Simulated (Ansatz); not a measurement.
# Lattice dynamics of MgSc (Pm-3m), part 2 of 2

How does MgSc (Pm-3m) vibrate, and is this structure a minimum?

Ansatz 0.2.0; DFT PBEsol, scalar-relativistic, plane waves, PAW.

So far. Step 3 (Relaxing to small forces for the phonons): The forces vanish by symmetry and the pressure is 0.000 GPa, within the tolerances set. The cell now holds 22.61 Å³/atom. Step 4 (Zone-centre response): Before it was imposed, the acoustic sum rule was missed by 6.3e-5 eV/Å². Small misses are needed for a sound result but don't prove that mesh and cutoff are converged. The lowest optical mode is real, 265 cm⁻¹. The relaxed cell has a = 3.563 Å (conventional setting).

### Step 5. The dispersion

Stability and thermal properties need the whole zone. Linear response on a 4×4×4 q mesh gives force constants as far as a supercell of that size would.

Input file input.yaml:

```yaml
crystal:
  lattice:
    - [3.5628400337, 0.0, 0.0]
    - [0.0, 3.5628400337, 0.0]
    - [0.0, 0.0, 3.5628400337]
  atoms:
    - { symbol: Mg, position: [0.0, 0.0, 0.0] }
    - { symbol: Sc, position: [0.5, 0.5, 0.5] }
kpoints:
  mp_grid: { grid: [12, 12, 12] }
hamiltonian:
  xc: pbesol
scf:
  occupations: { method: methfessel_paxton, width: 0.15 }
output:
  eigenvalues: true
phonons:
  method: dfpt
  qmesh: [4, 4, 4]
  temperatures: { t_max: 1000, t_step: 50 }
  qpath:
    path:
      - [[0.0, 0.0, 0.0], [0.0, 0.5, 0.0], [0.5, 0.5, 0.0], [0.0, 0.0, 0.0], [0.5, 0.5, 0.5], [0.0, 0.5, 0.0]]
      - [[0.5, 0.5, 0.5], [0.5, 0.5, 0.0]]
    npoints: 10
```

Run with:

```console
$ ansatz run input.yaml --threads 4 --pin off --max-ram 7168MiB --backend cpu --events-out ev --progress --plain --runs-dir out
```

Numbers of over 12 decimals in the logs are rounded to 6 here.

What it wrote:

```text
[...]
Crystal: 2 atoms, lattice volume = 45.226 Å³
Basis set: ecut = 420 eV, 895 PW (Γ), exchange–correlation on 48×48×48 points (8 copies of the dense FFT grid, shifted against one another)
Bands: 15, of which v1, the nominal top of the filled ones, is band 11 counted from 1 (10 counted from 0)
Symmetry: 48 space group operations
k-points: 84 of 1728
[...]
SCF iter   1: F=—  HF=-4023.486668 eV  |F-HF|=—  |Δ(HF+E_count)|=         —  Δρ=4.28e-3  dr2=9.03e-3  ethr=1.77e-3  ⟨swp⟩=4.9  Hψ=5499  notcnv=0
[...]
SCF iter   8: F=-4023.482661 eV  HF=-4023.482661 eV  |F-HF|=4.55e-13  |Δ(HF+E_count)|=  7.50e-11  S|Δr|=    0.00e0  Δρ=5.19e-8  dr2=5.61e-13  ethr=1.00e-12  ⟨swp⟩=6.0  Hψ=5117  notcnv=0
SCF 1 converged in 8 iterations: F = -4023.482661 eV  dr2 = 5.61e-13
[...]
phonons: the bands overlap, so this run is a metal and interpolates without the dipole-dipole term. If the crystal is really an insulator or semiconductor, its LO-TO splitting is missing
NSCF: frozen V_eff on 84 k-points
[...]
DFPT response loops at q = (0, 0, 0) (fractional): preconditioner auto → Kerker (q_TF=auto, 2.401 Å⁻¹) (partly filled bands, converged f_vac=0.000); β = 1.00, the filter's whole step (`scf.mixing.beta` (0.50) is not read by the response loops under this deck's `scf.mixing.preconditioner`; to damp them name `kerker` or `kerker_dos`, under which they read `scf.mixing.beta`, and type it under 1.00, their step now; both keys bind the ground state too); Broyden in place of MSR1
[...]
SCF converged after 8 iterations
[...]
Free energy (F): -4023.482661 eV
[...]
Internal energy: -4023.480587 eV  (E = F + TS)
E sigma→0 (E₀):  -4023.482143 eV
Entropy (-TS):   -0.002074 eV (-1.037 meV/atom)
Fermi energy:    7.756360 eV
[...]
--- Band table (eV; the first three rows and the last of 84) ---
  k-point 0: bands = [... 7 lower, -20.4285, 1.7363, 7.6301, 7.6301, 10.2297, 10.2297, 10.2297, 13.0738]
  k-point 1: bands = [... 7 lower, -20.4280, 1.8268, 7.6031, 7.6660, 10.1143, 10.1143, 10.2387, 12.6206]
  k-point 2: bands = [... 7 lower, -20.4266, 2.0951, 7.4652, 7.7677, 9.8463, 9.8463, 10.2635, 11.8272]
  k-point 83: bands = [... 7 lower, -20.5007, 6.7814, 6.7814, 6.7814, 10.7963, 10.7963, 10.7963, 10.9907]
--- Phonons (Γ-DFPT): 2 representative perturbations + reference (Σ response iterations 6) ---
  ASR residual: 6.826e-5 → 0.000e0 eV/Å²; symmetrization residual: 2.737e-6 eV/Å²
  ASR residual per site (eV/Å²): 6.83e-5 5.18e-6
  Γ frequencies (cm⁻¹): 0.00 0.00 0.00 265.48 265.48 265.48
--- Phonons (arbitrary-q DFPT): 10 irreducible q on the 4×4×4 mesh ---
  q = [0.0000, 0.0000, 0.0000] (star 1, of the zone-centre solve; hermiticity 1.34e-6, symmetrization 1.23e-12): -0.00 -0.00 0.00 265.48 265.48 265.48
  q = [0.0000, 0.0000, 0.2500] (star 6, 4 solved perturbations in 1848 linear systems a pass and spin channel, the states on 588 of 1728 k-point pairs; hermiticity 1.05e-6, symmetrization 6.13e-13): 100.71 100.71 100.87 241.98 249.88 249.88
[...]
q = [0.0000, 0.2500, -0.5000] (star 12, 6 solved perturbations on 588 of 1728 k-point pairs; hermiticity 7.17e-7, symmetrization 3.02e-8): 92.60 104.40 149.61 229.07 236.70 239.42
[...]
sum rule: each row above includes the acoustic sum rule's correction from the zone centre's row sums; it moved no ω² by more than (0.87 cm⁻¹)²
  mesh force constants: q→R imaginary residual 3.04e-18; ASR residual 6.826e-5 → 0.000e0 eV/Å²; symmetrization residual 6.217e-15 eV/Å²
  interpolated dispersion: 62 rows × 6 modes
  density of states and harmonic sums: on the 20×20×20 q-mesh, interpolated from the force constants of a 4×4×4 supercell (no non-analytic term)
  largest difference from the sums on the solved wave vectors: F 1.18e-2 eV, S 1.58e-5 and C_V 4.01e-6 eV/K
  zero-point energy: 0.066291 eV/cell   skipped modes (ω ≤ 0): 3   left out of the sums: 6.25e-5 of the cell's modes: C_V's classical limit lies that fraction below 3 k_B per atom; for a crystal, a wire or a layer, F and S can be off by more, and a phonons.interpolated_qmesh denser along its periods is the remedy for the sampling
```

Elapsed: 6.7 min, on 4 threads of Arm Neoverse N1, shared host; peak memory 1.7 GiB.

Numbers from this step:

```yaml
sum_rule_residual_before_enforcement: 6.83e-5 eV/Å²
lowest_frequency_on_the_path: 0 cm⁻¹
highest_frequency_on_the_path_or_at_a_solved_wavevector: 265.9 cm⁻¹
mean_frequency: 178.2 cm⁻¹
debye_temperature_second_moment: 352 K
logarithmic_mean_frequency: 164 cm⁻¹
lowest_mode_on_the_q_mesh_acoustic_modes_at_gamma_apart: 51.38 cm⁻¹
zero_point_energy_per_atom: 33.15 meV
heat_capacity_at_300_k: 23.32 J/(mol atoms K)
vibrational_entropy_at_300_k: 31.78 J/(mol atoms K)
edges_of_the_widest_gap_between_branches_on_path_and_mesh: 178.5, 207.7 cm⁻¹
```

Frequencies (cm⁻¹) solved at each irreducible wavevector; negative means imaginary. Frequencies by wavevector, by row:

| q in reciprocal lattice units | star | mode 1 | mode 2 | mode 3 | mode 4 | mode 5 | mode 6 |
| --- | --- | --- | --- | --- | --- | --- | --- |
| 0 0 0 | 1 | 0 | 0 | 0 | 265.5 | 265.5 | 265.5 |
| 0 0 0.25 | 6 | 100.7 | 100.7 | 100.9 | 242 | 249.9 | 249.9 |
| 0 0 -0.5 | 3 | 132.7 | 163.7 | 163.7 | 207.7 | 222.8 | 222.8 |
| 0 0.25 0.25 | 12 | 51.4 | 124.6 | 153 | 216.2 | 240 | 261.6 |
| 0 0.25 -0.5 | 12 | 92.6 | 104.4 | 149.6 | 229.1 | 236.7 | 239.4 |
| 0 -0.5 -0.5 | 3 | 67.8 | 67.8 | 133.9 | 234.3 | 251.1 | 251.1 |
| 0.25 0.25 0.25 | 8 | 117.6 | 117.6 | 124.8 | 228.5 | 249.4 | 249.4 |
| 0.25 0.25 -0.5 | 12 | 98.2 | 115.4 | 171.2 | 224.1 | 236.7 | 244.8 |
| 0.25 -0.5 -0.5 | 6 | 126.5 | 126.5 | 169.7 | 228.2 | 240.1 | 240.1 |
| -0.5 -0.5 -0.5 | 1 | 175.4 | 175.4 | 175.4 | 215.7 | 215.7 | 215.7 |

Interpolated from a 4×4×4 q mesh. Phonon branches along the path, in cm⁻¹:

| point | branch 1 | branch 2 | branch 3 | branch 4 | branch 5 | branch 6 |
| --- | --- | --- | --- | --- | --- | --- |
| Γ | 0 | 0 | 0 | 266 | 266 | 266 |
| halfway | 101 | 101 | 101 | 242 | 250 | 250 |
| X | 133 | 164 | 164 | 208 | 223 | 223 |
| halfway | 93 | 104 | 150 | 229 | 237 | 239 |
| M | 68 | 68 | 134 | 234 | 251 | 251 |
| halfway | 51 | 125 | 153 | 216 | 240 | 262 |
| Γ | 0 | 0 | 0 | 266 | 266 | 266 |
| halfway | 118 | 118 | 125 | 228 | 249 | 249 |
| R | 175 | 175 | 175 | 216 | 216 | 216 |
| halfway | 98 | 115 | 171 | 224 | 237 | 245 |
| X | 133 | 164 | 164 | 208 | 223 | 223 |
| jump to R | 175 | 175 | 175 | 216 | 216 | 216 |
| halfway | 126 | 126 | 170 | 228 | 240 | 240 |
| M | 68 | 68 | 134 | 234 | 251 | 251 |

The phonon branches as a text plot (rows in cm⁻¹):

```
    260 |***               *************
    249 |   **       ******   ***   *   *           *         ***
    238 |   ***    ** ******** *         ****     *****     ** **
    227 |     ********    *** *      ** *   **   * ******* ****
    216 |        *           *         *     ******     * *
    205 |      **                                        *
    194 |
    183 |                                        **
    172 |                                    ****  ***    ****
    161 |      ****                         **   *    ****
    150 |          **        **            *     *      *  *  *
    138 |     *   *  ********        *** ** *     *    *    *  **
    127 |      ***           *          *          *    **   *
    116 |    **   **      *    *        ****       ** **
    105 |   *      *          *     *                **
     94 |           *    *             *            **        *
     83 |           **         **                              *
     72 |  *         ****            **                         *
     61 |  *            ***     *  *
     50 | *                ****     *
     39 | *                    * *
     28 |*                       * *
     17 |*                      *
      6 |                        **
         Γ      X      M          Γ            R        X|R     M
```

Tetrahedra on a 20×20×20 mesh, mean over bins of 5 cm-1. Interpolated from a 4×4×4 q mesh. Phonon density of states against wavenumber; read off at these points:

| wavenumber (cm⁻¹) | phonon density of states (1/cm⁻¹/cell) |
| --- | --- |
| 2 | 0 |
| 12 | 1.8e-4 |
| 22 | 6.2e-4 |
| 28 | 0.00119 |
| 38 | 0.00189 |
| 48 | 0.00338 |
| 58 | 0.00728 |
| 68 | 0.0138 |
| 78 | 0.0184 |
| 82 | 0.0203 |
| 92 | 0.0267 |
| 102 | 0.0262 |
| 112 | 0.0322 |
| 122 | 0.0286 |
| 132 | 0.0224 |
| 138 | 0.0250 |
| 148 | 0.0514 |
| 158 | 0.0251 |
| 168 | 0.0124 |
| 178 | 0.00729 |
| 188 | 0 |
| 192 | 0 |
| 202 | 0 |
| 212 | 0.00369 |
| 222 | 0.0460 |
| 228 | 0.0888 |
| 232 | 0.0857 |
| 242 | 0.0736 |
| 248 | 0.0769 |
| 258 | 0.0307 |
| 268 | 0.00193 |

The partial phonon density of states has structure finer than the step of the table below, so its rows give means over 10 cm⁻¹, whole bins alone (the curve runs from -10 to 284 cm⁻¹). Peaks (cm⁻¹: height): Mg 230.3: 0.0870; Sc 112.0: 0.0307, 132.3: 0.0261, 147.1: 0.0449, 246.9: 0.0219.

Phonopy on the run's constants, 15x15x15 mesh, Gaussian sigma 2.1 cm-1. Interpolated from a 4×4×4 q mesh. Table of partial phonon density of states by wavenumber; means over each step; values in 1/cm⁻¹/cell:

| wavenumber (cm⁻¹) | Mg | Sc |
| --- | --- | --- |
| 0 | 3.1e-5 | 5.6e-5 |
| 10 | 9.9e-5 | 1.9e-4 |
| 20 | 4.6e-5 | 8.7e-5 |
| 30 | 6.0e-4 | 0.00113 |
| 40 | 8.5e-4 | 0.00163 |
| 50 | 0.00122 | 0.00238 |
| 60 | 0.00331 | 0.00670 |
| 70 | 0.00485 | 0.0102 |
| 80 | 0.00567 | 0.0126 |
| 90 | 0.00751 | 0.0179 |
| 100 | 0.00700 | 0.0196 |
| 110 | 0.00761 | 0.0243 |
| 120 | 0.00551 | 0.0213 |
| 130 | 0.00504 | 0.0222 |
| 140 | 0.00326 | 0.0276 |
| 150 | 0.00330 | 0.0384 |
| 160 | 0.00129 | 0.0205 |
| 170 | 5.2e-4 | 0.0114 |
| 180 | 7.8e-5 | 0.00397 |
| 190 | 0 | 4.5e-7 |
| 200 | 1.1e-5 | 0 |
| 210 | 0.00447 | 1.8e-4 |
| 220 | 0.0387 | 0.00256 |
| 230 | 0.0751 | 0.00933 |
| 240 | 0.0608 | 0.0180 |
| 250 | 0.0432 | 0.0180 |
| 260 | 0.0180 | 0.00872 |
| 270 | 0.00201 | 0.00105 |

Second derivatives of the energy by pair, one row for each kind of neighbour of each atom listed. Each entry sums the pair over the periodic images of the supercell that the q mesh stands for, and in a polar crystal it holds the long-range dipole part too. Force constants by pair, by row:

| atom | neighbour | distance (Å) | third of the trace (eV/Å²) | along the pair's line (eV/Å²) |
| --- | --- | --- | --- | --- |
| Mg1 | itself | 0 | 4.245 | – |
| Mg1 | Sc | 3.086 | -0.4802 | -1.364 |
| Mg1 | Mg | 3.563 | -0.0019 | 0.1448 |
| Mg1 | Mg | 5.039 | -0.0032 | -0.012 |
| Mg1 | Sc | 5.908 | -0.0093 | -0.037 |
| Mg1 | Mg | 6.171 | -0.0032 | -0.011 |
| Mg1 | Mg | 7.126 | -0.0197 | -0.055 |
| Sc2 | itself | 0 | 4.034 | – |
| Sc2 | Mg | 3.086 | -0.4802 | -1.364 |
| Sc2 | Sc | 3.563 | -0.0726 | -0.0168 |
| Sc2 | Sc | 5.039 | 0.0705 | 0.2143 |
| Sc2 | Mg | 5.908 | -0.0093 | -0.037 |
| Sc2 | Sc | 6.171 | -0.0257 | -0.0836 |
| Sc2 | Sc | 7.126 | -0.0204 | -0.1114 |

Harmonic thermodynamic functions per atom, from the density of states. Interpolated from a 4×4×4 q mesh. Thermodynamic functions, by row:

| T (K) | F_vib (meV/atom) | S (J/mol-atom/K) | C_V (J/mol-atom/K) |
| --- | --- | --- | --- |
| 0 | 33.15 | 0 | 0 |
| 50 | 32.77 | 2.628 | 6.006 |
| 100 | 29.62 | 9.756 | 14.86 |
| 200 | 12.45 | 22.65 | 21.52 |
| 300 | -16.01 | 31.78 | 23.32 |
| 400 | -52.63 | 38.59 | 24 |
| 500 | -95.52 | 43.99 | 24.34 |
| 600 | -143.5 | 48.44 | 24.52 |
| 700 | -195.7 | 52.23 | 24.63 |
| 800 | -251.6 | 55.53 | 24.7 |
| 900 | -310.7 | 58.44 | 24.75 |
| 1000 | -372.6 | 61.05 | 24.79 |

Harmonic mean-square displacement, third of the trace. Interpolated from a 4×4×4 q mesh. Mean square displacements, by row:

| T (K) | Mg1 U_eq (Å²) | Sc2 U_eq (Å²) |
| --- | --- | --- |
| 0 | 0.00384 | 0.00303 |
| 100 | 0.00558 | 0.00514 |
| 300 | 0.01295 | 0.01322 |
| 600 | 0.02509 | 0.026 |

Symmetry leaves 10 wavevectors to solve. The lowest mode among them, the acoustic zeros apart, lies at q = (0, 0.25, 0.25) and is real, 51.4 cm⁻¹.

### Step 6. What came out

| Quantity | Value |
| --- | --- |
| space group after relaxation (within 0.01 Å) | Pm-3m |
| volume per atom | 22.6 Å³ |
| electronic character | no gap on this mesh |
| highest optical mode at the zone centre (no LO-TO term) | 265 cm⁻¹ |
| lowest optical zone-centre mode | 265 cm⁻¹ |
| lowest mode on the q mesh (acoustic modes at Γ apart) | 51.4 cm⁻¹ |
| highest frequency on the path or at a solved wavevector | 266 cm⁻¹ |
| zero-point energy per atom | 33.1 meV |
| heat capacity at 300 K | 23.3 J/(mol atoms K) |
| vibrational entropy at 300 K | 31.8 J/(mol atoms K) |
| Debye temperature (second moment) | 352 K |
| imaginary modes on the 4×4×4 q mesh | none |

The structure is a minimum as far as tested: no mode is imaginary at the 10 irreducible wavevectors of the 4×4×4 mesh, and the softest away from the acoustic zeros lies at 51 cm⁻¹. The optical modes at Γ form one degenerate level at 265 cm⁻¹. The highest mode in this list at Γ, 265.5 cm⁻¹, has its largest share on Mg (65 % of the kinetic energy). On the path and the mesh, the widest gap between branches runs from 178 to 208 cm⁻¹. With no gap, or one that is small against the smearing, the frequencies hang on the k mesh and the smearing, most of all near Kohn anomalies. The phonon runs are without spin polarisation, although the cell has an odd electron count. These are harmonic frequencies at zero temperature: anharmonic shifts, linewidths and thermal expansion are left out.

[Logs are printed without paths, hosts, clocks, repeated set-up lines and the standing remarks that a program may print on its own settings, such as how far it seeks lower states.]

[Hosts, paths, dates, database ids (printed as entryN), source tags and the programs' standing remarks are cut or masked in the printed files.]
